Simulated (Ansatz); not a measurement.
# ThP (Fm-3m): from the cell to its phonons

Wanted: phonon frequencies of ThP (Fm-3m) and what follows from them.

Calculated with Ansatz 0.2.0; DFT PBEsol, scalar-relativistic, plane waves, PAW.

## 1. Starting point

The structure is cubic, space group Fm-3m (No. 225). Conventional cell: a = 5.824 Å, b = 5.824 Å, c = 5.824 Å, α = 90.00°, β = 90.00°, γ = 90.00°. Nearest to Th lie 6 P at 2.91 Å. Nearest to P lie 6 Th at 2.91 Å. Farther neighbours are not listed.

## 2. Bringing the structure to rest

The volume is held at the value of the starting cell, and symmetry leaves nothing else free, so this is a single point.

input.yaml

```yaml
crystal:
  lattice:
    - [0.0, 2.912, 2.912]
    - [2.912, 0.0, 2.912]
    - [2.912, 2.912, 0.0]
  atoms:
    - { symbol: Th, position: [0.5, 0.5, 0.5] }
    - { symbol: P, position: [0.0, 0.0, 0.0] }
kpoints:
  mp_grid: { grid: [12, 12, 12] }
hamiltonian:
  xc: pbesol
scf:
  occupations: { method: gaussian, width: 0.1 }
output:
  forces: true
  stress: true
  eigenvalues: true
  write_density: true
  write_potential: true
  elf: true
  volumetric_format: npy
```

On the command line:

```
$ ansatz run input.yaml --threads 4 --pin off --max-ram 16384MiB --backend cpu --events-out ev --progress --plain --runs-dir out
```

Numbers of over 12 decimals in the logs are rounded to 6 here.

Output:

```text
Engine: ansatz 0.2.0, x86_64-unknown-linux-gnu
Pseudopotentials: kind: paw
Pseudopotential: Th, paw, valence charge 12, recommended cutoff 420 eV (normal), Th.paw.azcp
Pseudopotential: P, paw, valence charge 5, recommended cutoff 420 eV (normal), P.paw.azcp
Functional definition: PBEsol
  exchange = pbesol_x
  correlation = pbesol_c
Crystal: 2 atoms, lattice volume = 49.386 Å³
Basis set: ecut = 420 eV, 941 PW (Γ), exchange–correlation on 60×60×60 points (8 copies of the dense FFT grid, shifted against one another)
Bands: 13, of which v1, the nominal top of the filled ones, is band 9 counted from 1 (8 counted from 0)
Symmetry: 48 space group operations
Space group: Fm-3m (ITA 225), of the structure as read, at distance tolerance 3.7e-5 Å
k-points: 72 of 1728
Non-local potential: Th, projectors of the file, l = 0: 3, l = 1: 2, l = 2: 2, l = 3: 3
Non-local potential: P, projectors of the file, l = 0: 2, l = 1: 2, l = 2: 2
PAW form: soft (Blöchl's): semilocal exchange-correlation on the pseudo side does not see the compensation charge
PAW frozen core: Th, regenerated for the run's functional, and the local potential with it (the file was generated under x = pbe(κ = 0.804, μ = 0.219515), c = pbe(β = 0.066725))
PAW frozen core: P, regenerated for the run's functional, and the local potential with it (the file was generated under x = pbe(κ = 0.804, μ = 0.219515), c = pbe(β = 0.066725))
PAW one-centre angular grid: Th, 590 points (default); XC on 64 Gauss nodes
PAW one-centre angular grid: P, 110 points (default); XC on 64 Gauss nodes
Initial density: superposition of atomic densities (neutral atoms: chi_scale 0, normalization atom), corrected by the library's trained network
Initial wavefunctions: pseudopotential atomic-orbital guess
Functional: x = pbesol(κ = 0.804, μ = 0.123457), c = pbesol(β = 0.046)
SCF iter   1: F=—  HF=-13799.302995 eV  |F-HF|=—  |Δ(HF+E_count)|=         —  Δρ=2.85e-3  dr2=5.82e-3  ethr=1.77e-3  ⟨swp⟩=5.4  Hψ=4954  notcnv=0
preconditioner: auto → Kerker (q_TF=auto, 2.284 Å⁻¹)  [metal: Δε(μ)=0.029 eV  Ē_g=11.228 eV  σ=0.100 eV  W_gap=0.16  n_scr=14 (ndim 8)  ℏωp=20.5 eV  f_vac=0.000  D(μ)=0.95/eV (n_scr^D=8)]
SCF iter   2: F=—  HF=-13799.301027 eV  |F-HF|=—  |Δ(HF+E_count)|=   1.97e-3  Δρ=1.34e-3  dr2=1.07e-3  ethr=3.43e-5  ⟨swp⟩=2.6  Hψ=2222  notcnv=0  defer=6
SCF iter   3: F=—  HF=-13799.300835 eV  |F-HF|=—  |Δ(HF+E_count)|=   1.93e-4  Δρ=2.95e-4  dr2=4.11e-5  ethr=6.32e-6  ⟨swp⟩=2.0  Hψ=1238  notcnv=0  defer=7
SCF iter   4: F=—  HF=-13799.300828 eV  |F-HF|=—  |Δ(HF+E_count)|=   6.70e-6  Δρ=5.49e-5  dr2=1.74e-6  ethr=2.42e-7  ⟨swp⟩=2.6  Hψ=1417  notcnv=0  defer=7
SCF iter   5: F=—  HF=-13799.300828 eV  |F-HF|=—  |Δ(HF+E_count)|=   4.26e-8  Δρ=1.65e-5  dr2=1.45e-7  ethr=1.02e-8  ⟨swp⟩=2.3  Hψ=1285  notcnv=0  defer=7
SCF iter   6: F=-13799.300828 eV  HF=-13799.300828 eV  |F-HF|=7.69e-10  |Δ(HF+E_count)|=   1.55e-8  Δρ=2.47e-6  dr2=2.41e-9  ethr=5.88e-10  ⟨swp⟩=11.8  Hψ=6918  notcnv=0
SCF 1 converged in 6 iterations: F = -13799.300828 eV  dr2 = 2.41e-9
  greatest PAW one-centre occupation: 0.979 electrons in one spin orbital (limit 2), on the Th atom at site 0 (counted from 0), in its partial waves of l = 0
SCF converged after 6 iterations
Free energy (F): -13799.300828 eV
Harris-Foulkes:  -13799.300828 eV  (|F-HF|=7.69e-10)
Internal energy: -13799.296060 eV  (E = F + TS)
E sigma→0 (E₀):  -13799.298444 eV
Entropy (-TS):   -0.004768 eV (-2.384 meV/atom)
Fermi energy:    13.068739 eV
--- Per-component energies (eV) ---
  E_band       = -0.286509
  E_kinetic    = 296.811921
  E_local      = -393.016439  (includes V_loc(G=0)·N_el)
  E_nonlocal   = 193.875095
  E_hartree    = 98.674863
  E_xc         = -448.413439
  E_vxc        = -240.292749  (∫ρ·V_xc dr)
  E_paw        = -12427.866697  (= ΣΔE_a)
  E_vpaw       = -55.014295  (= ΣTr[D̂ρ^β])
  E_aug_tail   = 0.000002  (compensation charges beyond the density's cutoff)
  E_ewald      = -1119.544790
  E_core_change = 0.183425  (= ΣΔE_core)
  E_smearing   = -0.004768  (= −TS)
  E_closure    = 0.000000  (closes the sum)
  Σ components = -13799.300828   (vs F -13799.300828, Δ=0.00e0)
--- Forces (eV/Å), atoms counted from 1 ---
  atom   1  Th     0.00000000    -0.00000000     0.00000000
  atom   2  P     -0.00000000     0.00000000     0.00000000
  max |Σ_I F_I| component: 1.42e-29 eV/Å
--- Stress (GPa, compression-positive) ---
       -1.411017       0.000000       0.000000
        0.000000      -1.411017      -0.000000
        0.000000       0.000000      -1.411017
  P = ⅓ Tr σ = -1.4110 GPa (-14.110 kbar)
--- Band table (eV; the first three rows and the last of 72) ---
  k-point 0: bands = [... 5 lower, 11.4288, 11.4288, 11.4288, 13.2103, 13.2103, 13.2103, 14.3167, 14.3524]
  k-point 1: bands = [... 5 lower, 11.0733, 11.2213, 11.2213, 13.1368, 13.3128, 13.3128, 14.5400, 14.5400]
  k-point 2: bands = [... 5 lower, 10.2932, 10.7762, 10.7762, 13.0797, 13.5818, 13.5818, 14.9001, 14.9001]
  k-point 71: bands = [... 5 lower, 9.5019, 10.8461, 10.8461, 13.6508, 13.6508, 15.2188, 15.2188, 15.3361]
```

It took 0.46 s on 4 threads of AMD EPYC 9R45, shared host; peak memory 0.44 GiB; 1.4 s of CPU time.

This step gave:

```yaml
pressure: -1.411 GPa
volume_per_atom: 24.69 Å³
gap_on_the_k_mesh: 0 eV
```

ELF in the ac plane of the conventional cell at fractional y = 0.000, with atoms of Th and P within 0.2 Å of it. It is the smooth field of the valence electrons, not physical close to the nuclei.

Ten even steps from '0' (0.03) to '9' (0.79), each cell a mean:
```
0596378316944982
7996259889734898
9984125786313689
4432112332111344
5421246676531134
9852389999951379
5884499548962696
0595497004973881
1694498205963783
8973489879962598
8631368999841257
3211134444321123
7653113454212466
9995137998523899
4896269658844995
0497388105954970
```
Columns run along a (5.8 Å), rows up along c (5.8 Å), edges of the conventional cell, whose origin can differ from the input's. Atoms in or near the plane, at fractional coordinates: Th at (0.50, 0.00), Th at (0.00, 0.50), P at (0.00, 0.00), P at (0.50, 0.50).

Electrostatic potential energy in the ac plane of the conventional cell at fractional y = 0.000, with atoms of Th and P within 0.2 Å of it. With pseudopotentials it is smooth inside the atoms' cores, unlike the true potential.

Ten even steps from '0' (-79 eV) to '9' (14 eV), each cell a mean:
```
2489973001589963
5799985324799986
8999998767899999
9999999999999999
8899999999999998
4689999878999875
0268997436899741
0048985223799620
0158996324899730
2479998657999853
6789999989999987
9999999999999999
9999999888999999
7899987546899998
3689974102689974
2379962000489852
```
Columns run along a (5.8 Å; values clipped at the 3rd and 97th percentile), rows up along c (5.8 Å), edges of the conventional cell, whose origin can differ from the input's. Atoms in or near the plane, at fractional coordinates: Th at (0.50, 0.00), Th at (0.00, 0.50), P at (0.00, 0.00), P at (0.50, 0.50).

Valence density in the ac plane of the conventional cell at fractional y = 0.000, with atoms of Th and P within 0.2 Å of it. It is the smooth field of the valence electrons, not physical close to the nuclei.

Ten even steps from '0' (0.1 e/Å³) to '9' (1.5 e/Å³), each cell a mean:
```
1331159659721242
4321027999410134
2210002554100012
1100000111000001
3200001111000012
8620012333100147
8962123334311499
4883124103311595
5972124213311596
9941013443210279
5410001222100025
1100000111000001
1100001232000011
3310014786200123
3431149989621233
0331159548831241
```
Columns run along a (5.8 Å), rows up along c (5.8 Å), edges of the conventional cell, whose origin can differ from the input's. Atoms in or near the plane, at fractional coordinates: Th at (0.50, 0.00), Th at (0.00, 0.50), P at (0.00, 0.00), P at (0.50, 0.50).

## 3. Relaxing to small forces for the phonons

Symmetry and the fixed volume leave nothing to relax, so a single point is run on the k mesh and occupations of the first response run.

input.yaml, the sections that differ from step 2:

```yaml
scf:
  occupations: { method: methfessel_paxton, width: 0.2 }
output:
  forces: true
  stress: true
  eigenvalues: true
# crystal, kpoints, hamiltonian: as in step 2
```

Output:

```text
[...]
Crystal: 2 atoms, lattice volume = 49.386 Å³
Basis set: ecut = 420 eV, 941 PW (Γ), exchange–correlation on 60×60×60 points (8 copies of the dense FFT grid, shifted against one another)
Bands: 13, of which v1, the nominal top of the filled ones, is band 9 counted from 1 (8 counted from 0)
Symmetry: 48 space group operations
[...]
k-points: 72 of 1728
[...]
--- Band table (eV; the first three rows and the last of 72) ---
  k-point 0: bands = [... 5 lower, 11.4287, 11.4287, 11.4287, 13.2101, 13.2101, 13.2101, 14.3158, 14.3522]
  k-point 1: bands = [... 5 lower, 11.0732, 11.2212, 11.2212, 13.1365, 13.3126, 13.3126, 14.5396, 14.5396]
  k-point 2: bands = [... 5 lower, 10.2932, 10.7762, 10.7762, 13.0794, 13.5815, 13.5815, 14.8994, 14.8994]
  k-point 71: bands = [... 5 lower, 9.5020, 10.8460, 10.8460, 13.6504, 13.6504, 15.2175, 15.2175, 15.3349]
[key lines of the parts left out:]
SCF converged after 6 iterations
Free energy (F): -13799.297830 eV
Fermi energy:    13.058488 eV
P = ⅓ Tr σ = -1.4242 GPa (-14.242 kbar)
```

Run time: 0.37 s. Hardware: 4 threads; peak memory 0.44 GiB; 1.1 s of CPU time.

This step gave:

- pressure: -1.424 GPa

The forces vanish by symmetry. The volume is held at 24.69 Å³/atom, so a pressure of -1.42 GPa remains at this level.

## 4. Linear response at the zone centre

The zone centre comes first: it holds the modes that light can see, as far as symmetry allows. No field response is asked, since the mesh shows no gap.

Edit input.yaml of step 3 so:

```diff
@@ -15,4 +15,4 @@
 output:
-  forces: true
-  stress: true
   eigenvalues: true
+phonons:
+  method: dfpt
```

Output:

```text
[...]
Crystal: 2 atoms, lattice volume = 49.386 Å³
Basis set: ecut = 420 eV, 941 PW (Γ), exchange–correlation on 60×60×60 points (8 copies of the dense FFT grid, shifted against one another)
Bands: 13, of which v1, the nominal top of the filled ones, is band 9 counted from 1 (8 counted from 0)
Symmetry: 48 space group operations
k-points: 163 of 1728 (irreducible under 8 space group operations, time reversal used)
[...]
SCF iter   1: F=—  HF=-13799.299931 eV  |F-HF|=—  |Δ(HF+E_count)|=         —  Δρ=2.83e-3  dr2=5.72e-3  ethr=1.77e-3  ⟨swp⟩=5.0  Hψ=11022  notcnv=0
[...]
SCF iter   8: F=-13799.297830 eV  HF=-13799.297830 eV  |F-HF|=7.28e-12  |Δ(HF+E_count)|=  3.64e-12  S|Δr|=    0.00e0  Δρ=9.15e-8  dr2=2.54e-12  ethr=1.00e-12  ⟨swp⟩=8.8  Hψ=12323  notcnv=0
SCF 1 converged in 8 iterations: F = -13799.297830 eV  dr2 = 2.54e-12
[...]
DFPT response loops at Γ: preconditioner auto → Kerker (q_TF=auto, 2.284 Å⁻¹) (partly filled bands, converged f_vac=0.000); β = 1.00, the filter's whole step (`scf.mixing.beta` (0.50) is not read by the response loops under this deck's `scf.mixing.preconditioner`; to damp them name `kerker` or `kerker_dos`, under which they read `scf.mixing.beta`, and type it under 1.00, their step now; both keys bind the ground state too); Broyden in place of MSR1
SCF converged after 8 iterations
[...]
Free energy (F): -13799.297830 eV
[...]
Internal energy: -13799.300282 eV  (E = F + TS)
E sigma→0 (E₀):  -13799.298443 eV
Entropy (-TS):   0.002452 eV (1.226 meV/atom)
Fermi energy:    13.058485 eV
[...]
--- Band table (eV; the first three rows and the last of 163) ---
  k-point 0: bands = [... 5 lower, 11.4287, 11.4287, 11.4287, 13.2101, 13.2101, 13.2101, 14.3158, 14.3521]
  k-point 1: bands = [... 5 lower, 11.0732, 11.2212, 11.2212, 13.1365, 13.3126, 13.3126, 14.5396, 14.5396]
  k-point 2: bands = [... 5 lower, 10.2932, 10.7762, 10.7762, 13.0794, 13.5815, 13.5815, 14.8994, 14.8994]
  k-point 162: bands = [... 5 lower, 9.5020, 10.8460, 10.8460, 13.6504, 13.6504, 15.2175, 15.2175, 15.3349]
--- Phonons (Γ-DFPT): 2 representative perturbations + reference, on 163 of 1728 k-points (Σ response iterations 6) ---
  k mesh reduced under 8 symmetry operations, with k and −k counted as one. Each operation leaves every solved perturbation unchanged. A smaller set is not used because it would not reduce the number of displacements times k-points to solve
  ASR residual: 8.132e-5 → 0.000e0 eV/Å²; symmetrization residual: 1.488e-6 eV/Å²
  ASR residual per site (eV/Å²): 8.13e-5 3.50e-5
  Γ frequencies (cm⁻¹): 0.00 0.00 0.00 282.89 282.89 282.89
  non-analytic LO–TO correction: not included (Born effective charges unavailable; polar crystals: no LO–TO splitting at Γ)
```

It took 3 s on 4 threads; peak memory 0.77 GiB.

Numbers from this step:

```yaml
sum_rule_residual_before_enforcement: 8.13e-5 eV/Å²
point_group: m-3m
highest_optical_mode_at_the_zone_centre_no_lo_to_term: 282.9 cm⁻¹
lowest_optical_zone_centre_mode: 282.9 cm⁻¹
```

Patterns of degenerate modes are one choice out of their space. Modes at Γ, with each element's share of the kinetic energy:

```csv
mode,frequency (cm⁻¹),symmetry,Th %,P %
1,0.0,acoustic,88,12
2,0.0,acoustic,88,12
3,0.0,acoustic,88,12
4,282.9,T1u,12,88
5,282.9,T1u,12,88
6,282.9,T1u,12,88
```

Displacements in mode 5 (282.9 cm⁻¹), the largest set to 1:
```
Th1  0.00  0.00 -0.13
P2   0.00  0.00  1.00
```

Before it was imposed, the acoustic sum rule was missed by 8.1e-5 eV/Å². Small misses are needed for a sound result but don't prove that mesh and cutoff are converged. The lowest optical mode is real, 283 cm⁻¹.

(Part 1 of 2 ends here.)

[Logs are printed without paths, hosts, clocks, repeated set-up lines and the standing remarks that a program may print on its own settings, such as how far it seeks lower states.]

[Hosts, paths, dates, database ids (printed as entryN), source tags and the programs' standing remarks are cut or masked in the printed files.]
